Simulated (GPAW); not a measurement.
# Quasiparticle gap of VBiO4 (Dreyerite) in GPAW, part 2 of 2

How does a plane-wave GW calculation on VBiO4 (Dreyerite) run from the first input to the gap?

GPAW 26.7.0; LDA and many-body steps on it, plane waves. Known limits of the many-body steps: not at the basis limit; no spin polarisation; no spin-orbit coupling.

So far. Step 3 (Bands along the symmetry lines): The gap is 2.700 eV, +0.004 eV from the run before at this level. Step 4 (Empty states on the mesh, 4×4×4 mesh, 408 bands): On this mesh the gap is 2.841 eV. The earlier step found 2.696 eV, so this mesh misses an edge.

## Step 5: Screening and self-energy, 4×4×4 mesh, 185 bands, screening to 60 eV

G0W0 replaces the xc potential by the self-energy, built once from these orbitals. Only a window of levels is corrected, while the sums run over the empty bands that the input names.

This step: G0W0 on LDA, plane waves, PAW.

The input, run.py:

```python
import json
import numpy as np
from gpaw.mpi import world
from gpaw.response.g0w0 import G0W0

gw = G0W0('full.gpw',
    filename='gw',
    kpts=[0, 7],
    bands=(50, 54),
    ecut=60,
    nbands=185,
    integrate_gamma='WS',
    ppa=True)
gw.calculate()
res = {mode: {k: v for k, v in r.items() if k != 'sigma_eskwn'}
       for mode, r in gw.all_results.items()}

if world.rank == 0:
    with open('result.json', 'w') as f:
        json.dump(res, f, default=lambda x: x.tolist())
```

Command:

```sh
$ mpirun -n 4 gpaw python run.py
```

Numbers of over 12 decimals in the logs are rounded to 6 here.

The log of the run:

```text
Using integrator: PointIntegrator
FrequencyGridDescriptor(from 0.000+0.000j to 0.000+27.211j eV, 2 points)
Nonperiodic BCs:  [False False False]
Using integrator: PointIntegrator
FrequencyGridDescriptor(from 0.000+0.000j to 0.000+27.211j eV, 2 points)
Nonperiodic BCs:  [False False False]
  ___  _ _ _
 |   || | | |
 | | || | | |
 |__ ||_____|
 |___|

BZ k-points: Symmetries present (total): 8

  [... matrices ...]
64 k-points: 4 x 4 x 4 Monkhorst-Pack grid + [1/8,1/8,1/8]
13 k-points in the irreducible part of the Brillouin zone
       k-points in crystal coordinates                weights
   0:     0.00000000    0.00000000    0.00000000          1/64
   1:     0.25000000   -0.25000000    0.00000000          4/64
   2:     0.25000000   -0.25000000    0.25000000          4/64
   3:     0.25000000    0.00000000    0.00000000          8/64
   4:     0.25000000    0.25000000   -0.25000000          2/64
   5:     0.25000000    0.25000000    0.25000000          2/64
   6:     0.50000000    0.00000000    0.25000000          8/64
   7:     0.50000000    0.00000000    0.50000000          4/64
   8:     0.50000000    0.25000000    0.25000000         16/64
   9:     0.50000000    0.25000000    0.50000000          8/64
          ...
  12:     0.50000000    0.50000000    0.50000000          1/64

Distributing spins, k-points and bands (1 x 2 x 4) over 4 processes
Number of blocks: 1

Quasi particle states:
k-points (IBZ indices): [0, 7]
Band range: (50, 54)
  [... matrices ...]
Computational parameters:
Plane wave cut-off: 60 eV
Number of bands: 185
Coulomb cutoff: None
Broadening: 0.1 eV

fxc modes: GW
Kernel: RPA
Using Godby-Needs plasmon-pole approximation:
  Fitting energy: i*E0, E0 = 1.000 Hartree
Summing all q:

Calculating screened Coulomb potential
No Coulomb truncation
FrequencyGridDescriptor(from 0.000+0.000j to 0.000+27.211j eV, 2 points)
Removing empty qpoint cache files...

Calculating chi0 body with:
    Ground state adapter containing:
    Number of spins: 1
    Number of kpoints: 64
    Number of irreducible kpoints: 13
    Number of completely occupied states: 52
    Number of partially occupied states: 52
    Occupied states memory: 34.019470 M / cpu

    Linear response parametrization:
    q_c: [0.0, 0.0, 0.0]
    Number of frequency points: 2
    Planewave cutoff: 60.0
    Number of bands: 185
    Number of planewaves: 185
    Broadening (eta): 1e-06
    comm.size: 4
    kncomm.size: 4
    blockcomm.size: 1

    Memory estimate of potentially large arrays:
        chi0_wGG: 1.044464 M / cpu
Integrating chi0 body.

Symmetries of q_c:
    Direct symmetries (Uq -> q): 8
    Indirect symmetries (TUq -> q): 8
In total 16 allowed symmetries.

  [... matrices ...]
13 groups of equivalent kpoints. 79.6875% reduction.

Integral kind: response function
Integrating chi0 head and wings.

Symmetries of q_c:
    Direct symmetries (Uq -> q): 8
    Indirect symmetries (TUq -> q): 8
In total 16 allowed symmetries.

  [... matrices ...]
13 groups of equivalent kpoints. 79.6875% reduction.

Integral kind: response function wings

Calculating chi0 body with:
    Ground state adapter containing:
    Number of spins: 1
    Number of kpoints: 64
    Number of irreducible kpoints: 13
    Number of completely occupied states: 52
    Number of partially occupied states: 52
    Occupied states memory: 34.019470 M / cpu

[... the further q-points ...]

Results:
f:      Occupation numbers
eps:     KS-eigenvalues [eV]
vxc:     KS vxc [eV]
exx:     Exact exchange [eV]
sigma:   Self-energies [eV]
dsigma:  Self-energy derivatives
Z:       Renormalization factors
qp:      QP-energies [eV]

k-point 0 (0): (0.000, 0.000, 0.000)                GW
band       f     eps     vxc     exx   sigma  dsigma       Z      qp
                                                                   GW
  50   1.000   2.328 -20.709 -25.361   4.852  -0.326   0.754   2.479
  51   1.000   2.556 -20.542 -25.467   5.007  -0.330   0.752   2.617
  52   0.000   6.060 -23.893 -15.939  -4.827  -0.328   0.753   8.415
  53   0.000   6.545 -21.190 -14.201  -4.323  -0.283   0.780   8.624

k-point 1 (7): (0.500, 0.000, 0.500)                GW
band       f     eps     vxc     exx   sigma  dsigma       Z      qp
                                                                   GW
  50   1.000   2.415 -20.356 -25.316   5.016  -0.330   0.752   2.456
  51   1.000   2.707 -21.179 -24.522   3.868  -0.297   0.771   3.111
  52   0.000   5.548 -22.869 -15.303  -4.603  -0.298   0.770   7.831
  53   0.000   6.053 -22.605 -15.177  -4.526  -0.303   0.767   8.281
```

The job ended after 8.3 min (4 MPI ranks of Arm Neoverse V2, shared host; peak memory 4.7 GiB).

This step gave:

```
G0W0 gap on the points computed              : 4.720 eV
least direct G0W0 gap on the computed points : 4.720 eV
Z at the valence top                         : 0.7711
Z at the conduction bottom                   : 0.7705
starting gap on the mesh                     : 2.841 eV
k of the valence top                         : 0.5, 0, 0.5
k of the conduction bottom                   : 0.5, 0, 0.5
```

The gap on the mesh goes from 2.84 eV to 4.72 eV, a correction of +1.88 eV. The start differs from the 2.70 eV found before because the two sample other k points.

Limits: finite bands, cutoff and mesh; no spin polarisation; no spin-orbit coupling. v1 is the top filled band, c1 the lowest empty one. Levels before and after the correction, in eV, zero at the valence-band top of each column:

```
           conduction bottom  valence top
Kohn-Sham               2.84         0.00
     G0W0               4.72         0.00
```

|  | level | energy (eV) |
| --- | --- | --- |
| Kohn-Sham | (0.5 0 0.5) v2 | -0.292 |
| Kohn-Sham | (0.5 0 0.5) v1 | 0.000 |
| Kohn-Sham | (0.5 0 0.5) c1 | 2.841 |
| Kohn-Sham | (0.5 0 0.5) c2 | 3.347 |
| G0W0 | (0.5 0 0.5) v2 | -0.655 |
| G0W0 | (0.5 0 0.5) v1 | 0.000 |
| G0W0 | (0.5 0 0.5) c1 | 4.720 |
| G0W0 | (0.5 0 0.5) c2 | 5.170 |

## Step 6: Where the time went

Times are wall times on 4 MPI ranks of Arm Neoverse V2, shared host, good to a factor of about two.

```csv
step,time,share,memory (GiB)
ground state,2 min,9 %,1.3
bands along the symmetry lines,2.7 min,12 %,1.7
empty states on the mesh,9.4 min,42 %,2.2
screening and self-energy,8.3 min,37 %,4.7
```

## Step 7: What came out

| Quantity | Value |
| --- | --- |
| LDA gap | 2.70 eV, direct |
| G0W0 gap on the mesh | 4.72 eV |
| G0W0 gap over the zone (rigid shift) | 4.57 eV |
| GW settings | 4×4×4 mesh, 185 bands, screening to 60 eV, Godby-Needs plasmon pole |
| known limits | not at the basis limit; no spin polarisation; no spin-orbit coupling |

What this shows: G0W0 moves the gap on the mesh from 2.84 eV to 4.72 eV (+1.88 eV), with Z of 0.77 and 0.77 at the edges. The mesh misses the band edges by 0.15 eV in all; a rigid shift gives 4.57 eV for the zone. Only 2 of the mesh's irreducible points were corrected, so a valley elsewhere could overtake. Bands and cutoff are finite, so the gap is not at the basis limit. The miss can reach some tenths of an eV and take either sign; the mesh is an error of its own. These stock PAW sets were not made for GW. In the G0W0 run levels were corrected at 2 k points alone, so a gap called «on the mesh» is the least over those, and an edge elsewhere would be missed. A denser mesh or path gives a starting gap of 2.70 eV: the GW mesh misses a band edge, so its gaps are not the fundamental one. Where an edge is built on 6p states of lead, bismuth or thallium, scalar-relativistic gaps usually stand too wide, by a few tenths to over one eV. The runs have no spin polarisation. For a closed low-spin shell that is the natural state; where a d or f shell is open it is a constraint, and the gap is then not the crystal's own. The many-body steps are scalar-relativistic: spin-orbit coupling is not in them.

[Paths, hosts, dates, memory and timing lines, banners, echoed tables and standing remarks are left out of the program output.]

[Logs are printed without paths, hosts, clocks, repeated set-up lines and the standing remarks that a program may print on its own settings, such as how far it seeks lower states.]

[Runs of the session that timed out or met a known fault of the program may be left out.]

[Hosts, paths, dates, database ids (printed as entryN), source tags and the programs' standing remarks are cut or masked in the printed files.]
